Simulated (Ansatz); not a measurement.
# Cl on Al(100): change of the work function

Wanted: Δφ(θ) for Cl/Al(100), starting from the hollow site.

Main program and level: Ansatz 0.2.0; plane-wave DFT, PBE, Ansatz PAW.

## (1) The structure

The cell holds 4 atoms: 4 Al. Cell: a = 2.864 Å, b = 2.864 Å, c = 24.075 Å, α = 90.0°, β = 90.0°, γ = 90.0°. Vacuum lies along c.

## (2) The clean slab

The bare slab comes first, as the zero from which every change is counted. The two lowest layers are held at bulk places and the upper ones relax. The dipole correction removes the false field that a one-sided slab makes across the periodic vacuum, so each face gets a flat vacuum level of its own.

input.yaml reads:

```yaml
crystal:
  lattice:
    - [2.8637824638, 0.0, 0.0]
    - [0.0, 2.8637824638, 0.0]
    - [0.0, 0.0, 24.075]
  atoms:
    - { symbol: Al, position: [0.5, 0.5, 0.3738317757] }
    - { symbol: Al, position: [0.0, 0.0, 0.4579439252] }
    - { symbol: Al, position: [0.5, 0.5, 0.5420560748] }
    - { symbol: Al, position: [0.0, 0.0, 0.6261682243] }
kpoints:
  mp_grid: { grid: [12, 12, 1] }
hamiltonian:
  xc: pbe
scf:
  occupations: { method: fermi_dirac, width: 0.1 }
  convergence: { dr2_threshold: 1.0e-08 }
efield:
  axis: 3
  dipole_correction: true
  ramp_position: 0.97
  ramp_width: 0.06
relax:
  f_tol: 0.02
  max_steps: 60
  constraints: [{ sites: [0, 1] }]
output:
  write_potential: true
  write_density: true
  volumetric_format: npy
```

Launch:

```bash
$ ansatz run input.yaml --threads 2 --pin off --max-ram 4096MiB --backend cpu --events-out ev --progress --plain --runs-dir out
```

Output:

```text
Engine: ansatz 0.2.0, aarch64-unknown-linux-gnu
Pseudopotentials: kind: paw
Pseudopotential: Al, paw, valence charge 3, recommended cutoff 420 eV (normal), Al.paw.azcp
Functional definition: PBE
  parameter kappa = 0.804
  parameter beta = 0.066725
  exchange = pbe_x(kappa = kappa, mu = beta*pi^2/3)
  correlation = pbe_c(beta = beta)
Crystal: 4 atoms, lattice volume = 197.445 Å³
Basis set: ecut = 420 eV, 3877 PW (Γ), exchange–correlation on 40×40×324 points (8 copies of the dense FFT grid, shifted against one another)
Bands: 10, of which v1, the nominal top of the filled ones, is band 6 counted from 1 (5 counted from 0)
Symmetry: 8 space group operations
k-points: 28 of 144
Non-local potential: Al, projectors of the file, l = 0: 2, l = 1: 2, l = 2: 1
PAW form: soft (Blöchl's): semilocal exchange-correlation on the pseudo side does not see the compensation charge
PAW one-centre angular grid: Al, 110 points (default); XC on 64 Gauss nodes
Initial density: superposition of atomic densities (neutral atoms: chi_scale 0, normalization atom), corrected by the library's trained network
Initial wavefunctions: pseudopotential atomic-orbital guess
Functional: x = pbe(κ = 0.804, μ = 0.219515), c = pbe(β = 0.066725)
SCF iter   1: F=—  HF=-2149.073312 eV  |F-HF|=—  |Δ(HF+E_count)|=         —  Δρ=1.35e-3  dr2=4.43e-2  ethr=1.77e-3  p=0.000 e·Å  D=4.85e-14 V/Å  ΔV_dip=-0.00 eV  dr2_dipole=8.88e-8  V_vac-E_F(+/−)=4.19/4.19 eV  ⟨swp⟩=7.7  Hψ=2497  notcnv=0
efield: sawtooth ramp at fractional position 0.9700 (set: `efield.ramp_position`, or a place that a band, a saddle search or an elastic batch's reference lends), width 0.0600; the density the first Hamiltonian is built on has a dipole p = 0.000 e·Å; the dipole correction subtracts the counter field D = 4.85e-14 V/Å, which shifts the + side's vacuum level by -0.00 eV against the − side's; the planar-averaged density in the ramp window peaks in size at 7.4e-6 e/Å³
preconditioner: auto → LDOS  [metal: Δε(μ)=0.111 eV  Ē_g=6.245 eV  σ=0.100 eV  W_gap=0.27  n_scr=12 (ndim 8)  ℏωp=9.2 eV  f_vac=0.539  D(μ)=1.77/eV (n_scr^D=8)  β→1.0]
SCF iter   2: F=—  HF=-2149.069339 eV  |F-HF|=—  |Δ(HF+E_count)|=   3.97e-3  Δρ=3.72e-4  dr2=2.51e-4  ethr=3.69e-4  p=-0.000 e·Å  D=-1.60e-6 V/Å  ΔV_dip=0.00 eV  dr2_dipole=1.12e-7  V_vac-E_F(+/−)=4.30/4.30 eV  ⟨swp⟩=1.2  Hψ=520  notcnv=0
SCF iter   3: F=—  HF=-2149.069584 eV  |F-HF|=—  |Δ(HF+E_count)|=   2.45e-4  Δρ=6.51e-5  dr2=6.56e-5  ethr=2.09e-6  p=0.000 e·Å  D=1.17e-6 V/Å  ΔV_dip=-0.00 eV  dr2_dipole=1.44e-9  V_vac-E_F(+/−)=4.30/4.30 eV  ⟨swp⟩=2.6  Hψ=554  notcnv=0
SCF iter   4: F=—  HF=-2149.069765 eV  |F-HF|=—  |Δ(HF+E_count)|=   1.81e-4  Δρ=1.90e-5  dr2=7.49e-6  ethr=5.47e-7  p=0.000 e·Å  D=1.08e-6 V/Å  ΔV_dip=-0.00 eV  dr2_dipole=3.03e-11  V_vac-E_F(+/−)=4.30/4.30 eV  ⟨swp⟩=1.5  Hψ=319  notcnv=0
SCF iter   5: F=—  HF=-2149.069768 eV  |F-HF|=—  |Δ(HF+E_count)|=   2.21e-6  Δρ=2.85e-6  dr2=1.76e-8  ethr=6.24e-8  p=0.000 e·Å  D=1.02e-7 V/Å  ΔV_dip=-0.00 eV  dr2_dipole=2.53e-10  V_vac-E_F(+/−)=4.30/4.30 eV  ⟨swp⟩=2.1  Hψ=349  notcnv=0
SCF iter   6: F=-2149.069768 eV  HF=-2149.069768 eV  |F-HF|=2.17e-9  |Δ(HF+E_count)|=   1.32e-7  Δρ=9.95e-7  dr2=8.50e-9  ethr=8.33e-11  p=0.000 e·Å  D=2.78e-7 V/Å  ΔV_dip=-0.00 eV  dr2_dipole=9.34e-11  V_vac-E_F(+/−)=4.30/4.30 eV  ⟨swp⟩=10.3  Hψ=2053  notcnv=0
SCF 1 converged in 6 iterations: F = -2149.069768 eV  dr2 = 8.50e-9
  greatest PAW one-centre occupation: 0.476 electrons in one spin orbital (limit 2), on the Al atom at site 0 (counted from 0), in its partial waves of l = 0
relax step   1: F+E_penalty+E_count = -2149.06976777 eV  Δ(F+E_penalty+E_count) = +0.000e0 eV  max|allowed force component| = 8.598e-2 eV/Å  Δτ_max = 0.0000 Å  (6 SCF iters, accepted)
Initial density: handed on by an earlier stage of this run
Initial wavefunctions: those handed on with the density
iter 1 solved again at ethr=3.58e-5 eV; its pass at ethr=3.10e-3 eV (dr2=4.30e-3 eV) is discarded
SCF iter   1: F=—  HF=-2149.070734 eV  |F-HF|=—  |Δ(HF+E_count)|=         —  Δρ=3.87e-4  dr2=4.25e-3  ethr=3.58e-5  p=0.000 e·Å  D=2.79e-7 V/Å  ΔV_dip=-0.00 eV  dr2_dipole=8.48e-4  V_vac-E_F(+/−)=4.30/4.30 eV  ⟨swp⟩=1.1  Hψ=1337  notcnv=0
efield: sawtooth ramp at fractional position 0.9700 (set: `efield.ramp_position`, or a place that a band, a saddle search or an elastic batch's reference lends), width 0.0600; the density the first Hamiltonian is built on has a dipole p = 0.000 e·Å; the dipole correction subtracts the counter field D = 2.79e-7 V/Å, which shifts the + side's vacuum level by -0.00 eV against the − side's; the planar-averaged density in the ramp window peaks in size at 1.1e-7 e/Å³
preconditioner: auto → LDOS  [metal: Δε(μ)=0.091 eV  Ē_g=6.216 eV  σ=0.100 eV  W_gap=0.22  n_scr=12 (ndim 8)  ℏωp=9.2 eV  f_vac=0.537  D(μ)=1.89/eV (n_scr^D=10)  β→1.0]
SCF iter   2: F=—  HF=-2149.070368 eV  |F-HF|=—  |Δ(HF+E_count)|=   3.66e-4  Δρ=2.37e-4  dr2=6.53e-4  ethr=3.54e-5  p=0.000 e·Å  D=5.37e-5 V/Å  ΔV_dip=-0.00 eV  dr2_dipole=5.89e-5  V_vac-E_F(+/−)=4.30/4.30 eV  ⟨swp⟩=2.3  Hψ=395  notcnv=0
SCF iter   3: F=—  HF=-2149.070334 eV  |F-HF|=—  |Δ(HF+E_count)|=   3.37e-5  Δρ=4.24e-5  dr2=3.63e-5  ethr=5.44e-6  p=0.000 e·Å  D=3.76e-4 V/Å  ΔV_dip=-0.01 eV  dr2_dipole=5.08e-6  V_vac-E_F(+/−)=4.29/4.30 eV  ⟨swp⟩=2.6  Hψ=441  notcnv=0
SCF iter   4: F=—  HF=-2149.070508 eV  |F-HF|=—  |Δ(HF+E_count)|=   1.74e-4  Δρ=8.66e-6  dr2=3.60e-7  ethr=3.03e-7  p=0.000 e·Å  D=3.71e-4 V/Å  ΔV_dip=-0.01 eV  dr2_dipole=7.84e-10  V_vac-E_F(+/−)=4.29/4.30 eV  ⟨swp⟩=1.8  Hψ=407  notcnv=0
SCF iter   5: F=—  HF=-2149.070509 eV  |F-HF|=—  |Δ(HF+E_count)|=   2.68e-7  Δρ=2.82e-6  dr2=1.69e-8  ethr=3.00e-9  p=0.000 e·Å  D=3.75e-4 V/Å  ΔV_dip=-0.01 eV  dr2_dipole=8.23e-10  V_vac-E_F(+/−)=4.29/4.30 eV  ⟨swp⟩=2.5  Hψ=523  notcnv=0
SCF iter   6: F=-2149.070509 eV  HF=-2149.070509 eV  |F-HF|=3.51e-9  |Δ(HF+E_count)|=   4.54e-8  Δρ=6.32e-7  dr2=1.37e-9  ethr=8.33e-11  p=0.000 e·Å  D=3.78e-4 V/Å  ΔV_dip=-0.01 eV  dr2_dipole=1.04e-10  V_vac-E_F(+/−)=4.29/4.30 eV  ⟨swp⟩=9.2  Hψ=1838  notcnv=0
SCF 2 converged in 6 iterations: F = -2149.070509 eV  dr2 = 1.37e-9
  greatest PAW one-centre occupation: 0.477 electrons in one spin orbital (limit 2), on the Al atom at site 3 (counted from 0), in its partial waves of l = 0
relax step   2: F+E_penalty+E_count = -2149.07050878 eV  Δ(F+E_penalty+E_count) = -7.410e-4 eV  max|allowed force component| = 1.989e-2 eV/Å  Δτ_max = 0.0157 Å  (6 SCF iters, accepted)
NSCF: frozen V_eff on 28 k-points
the search or the solves at the SCF's close seem to have found levels that the self-consistency loop had missed (the run counts 1). By its estimate they hold under 1e-12 electrons; where the run keeps them, the occupations were computed again with them
WARN: The output density's exchange-correlation potential varies sharply where the density is thin. Do not read a vacuum level from v_tot or v_xc, or from such a field of the output density. On a cell that repeats whose density bears no net charge and no dipole along the vacuum's axis use v_es (v_loc + v_h of the components); under efield.dipole_correction with no amplitude use v_es + v_field, which holds any externa [...]
SCF converged after 6 iterations
Free energy (F): -2149.070509 eV
Harris-Foulkes:  -2149.070509 eV  (|F-HF|=3.51e-9)
Internal energy: -2149.011085 eV  (E = F + TS)
E sigma→0 (E₀):  -2149.040797 eV
Entropy (-TS):   -0.059424 eV (-14.856 meV/atom)
Fermi energy:    -0.147918 eV
Dipole field:    D = 0.000364 V/Å  (p = 0.000397 e·Å, saw-weighted, corrected)
Work function:   Φ+ = 4.2929 eV   Φ− = 4.3016 eV
Levels:          The Fermi level and band energies are counted from a zero that moves with the ramp; work functions are not
--- Per-component energies (eV) ---
  E_band       = -50.329324
  E_kinetic    = 85.713780
  E_local      = -2761.718043  (includes V_loc(G=0)·N_el)
  E_nonlocal   = 41.955323
  E_hartree    = 1354.964325
  E_xc         = -155.889557
  E_vxc        = -111.721352  (∫ρ·V_xc dr)
  E_paw        = -1869.136310  (= ΣΔE_a)
  E_vpaw       = -14.488216  (= ΣTr[D̂ρ^β])
  E_aug_tail   = -0.000009  (compensation charges beyond the density's cutoff)
  E_efield     = 0.000000  (sawtooth field / dipole correction)
  E_vefield    = 0.000005  (∫n·V_field dr)
  E_ewald      = 1155.099405
  E_smearing   = -0.059424  (= −TS)
  E_closure    = -0.000000  (closes the sum)
  Σ components = -2149.070509   (vs F -2149.070509, Δ=0.00e0)
--- Forces (eV/Å), atoms counted from 1 ---
  atom   1  Al     0.00000000     0.00000000    -0.04353659
  atom   2  Al     0.00000000     0.00000000     0.03675531
  atom   3  Al    -0.00000000     0.00000000     0.01989361
  atom   4  Al     0.00000000     0.00000000    -0.01311337
  max |Σ_I F_I| component: 1.04e-6 eV/Å
--- Band table (eV; the first three rows and the last of 28) ---
  k-point 0: bands = ["-10.7344", "-9.3519", "-7.2434", "-4.4197", "-2.1006", "1.3274", "3.2832", "4.1394", "4.3751", "5.5434"]
  k-point 1: bands = ["-10.6095", "-9.2280", "-7.1208", "-4.2979", "-1.9846", "1.4396", "3.4047", "3.5200", "4.2685", "4.4924"]
  k-point 2: bands = ["-10.2356", "-8.8569", "-6.7537", "-3.9335", "-1.6377", "1.1533", "1.8770", "2.5034", "3.7893", "4.4870"]
  k-point 27: bands = ["-2.5943", "-2.5943", "-1.3140", "-1.3140", "-1.2842", "-1.2630", "0.1501", "0.1695", "0.6486", "0.6486"]
--- Relaxed structure (2 steps of the walk, 2 accepted, 0 SCFs on fresh bases) ---
  F+E_penalty+E_count = -2149.07050878 eV   max|allowed force component| = 1.989e-2 eV/Å
  atoms:
    - { symbol: Al, position: [0.5, 0.5, 0.373832] }
    - { symbol: Al, position: [0.0, 0.0, 0.457944] }
    - { symbol: Al, position: [0.5, 0.5, 0.541405] }
    - { symbol: Al, position: [0, 0.0, 0.626621] }
```

Run time: 6.9 s. Hardware: 2 threads of Arm Neoverse V1, shared host; peak memory 0.37 GiB; 13 s of CPU time.

Relaxation path:

```tsv
step	energy less that of the first step (eV)	largest force component (eV/Å)
1	0.0000	0.0860
2	-0.0007	0.0199
```

The run keeps the 8 symmetry operations that the program found, so distortions that break them were not tested.

The atoms that moved most (Å):

```tsv
atom	dx	dy	dz	length
Al3	0.000	0.000	-0.016	0.016
Al4	0.000	0.000	0.011	0.011
```

Final coordinates:

```xyz
4
Lattice="2.8638 0.0000 0.0000 0.0000 2.8638 0.0000 0.0000 0.0000 24.0750" Properties=species:S:1:pos:R:3
Al    1.4319    1.4319    9.0000
Al    0.0000    0.0000   11.0250
Al    1.4319    1.4319   13.0343
Al    0.0000    0.0000   15.0859
```

Numbers from this step:

```yaml
energy_at_zero_smearing: -2149.0408 eV
work_function_upper_face: 4.293 eV
dipole_along_the_normal: 3.97e-4 e·Å
```

Running mean over 2.025 Å of the planar mean; the ramp of the sawtooth is left out. Table of electron's electrostatic potential energy less the Fermi level by z:

```tsv
z (Å)	electron's electrostatic potential energy less the Fermi level (eV)
3	4.30
4	4.30
5	4.30
6	4.23
7	3.50
8	-0.524
9	-4.18
10	-4.56
11	-4.58
12	-4.62
13	-4.56
14	-4.45
15	-4.25
16	-0.942
17	3.30
18	4.21
19	4.29
20	4.29
21	4.29
```

The relaxation took 2 steps and lowered the energy by 7.4e-4 eV; the largest force on the free atoms ends at 0.020 eV/Å.

The work function of the upper face is 4.29 eV.

(Continued in part 2 of 4.)

[Long decimals in the printed logs are rounded to 6 places.]

[Logs are printed without paths, hosts, clocks, repeated set-up lines and the standing remarks that a program may print on its own settings, such as how far it seeks lower states.]

[Hosts, paths, dates, database ids (printed as entryN), source tags and the programs' standing remarks are cut or masked in the printed files.]

[Maps of the electrostatic potential energy from Ansatz leave out the sawtooth potential of an applied field or a dipole correction, so their vacuum need not be flat; planar profiles and work functions include it.]
